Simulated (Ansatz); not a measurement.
G0W0 rungs for Diamond (Fd-3m, 2 atoms a cell).

```xyz
2
Lattice="0.0000 1.7834 1.7834 1.7834 0.0000 1.7834 1.7834 1.7834 0.0000" Properties=species:S:1:pos:R:3 pbc="T T T"
C     0.0000    0.0000    0.0000
C     0.8917    0.8917    0.8917
```

The cell and positions come from the Crystallography Open Database and are kept as given unless a step says otherwise.

Runs so far (Ansatz 0.2.0, start PBE, hard PAW files, 12×12×12 mesh). Times are wall times on 1 × NVIDIA H100 80GB HBM3 (shared by 3 runs) with 4 threads of AMD EPYC 7R13 (Zen 3), shared host, good to a factor of about two.

| bands summed | cutoff (eV) | gap on the mesh (eV) | time |
| --- | --- | --- | --- |
| 51 | 150 | 5.456 | 87 s |
| 105 | 250 | 5.576 | 91 s |
| 194 | 380 | 5.622 | 1.8 min |

Q: What should the next rung give, with 309 bands and screening to 520 eV, and where is the limit?

The error falls about as one over the bands when the cutoff rises with them. A line through the two highest rungs given predicts 5.642 eV; the run gave 5.642 eV, close to it. The two highest rungs put the limit near 5.675 eV, the pair below near 5.676 eV; their difference is a rough measure of what is unsettled in bands and cutoff; the mesh is a separate error.

Gaps are over the mesh's points; an edge off the mesh would be missed. Limits: not at the basis limit.

[Paths, hosts, dates, memory and timing lines, banners, echoed tables and standing remarks are left out of the program output.]

[Logs are printed without paths, hosts, clocks, repeated set-up lines and the standing remarks that a program may print on its own settings, such as how far it seeks lower states.]

[Runs of the session that timed out or met a known fault of the program may be left out.]

[Cells called generated may have been cut or substituted from an entry of the Crystallography Open Database or the Materials Project.]

[Hosts, paths, dates, database ids (printed as entryN), source tags and the programs' standing remarks are cut or masked in the printed files.]
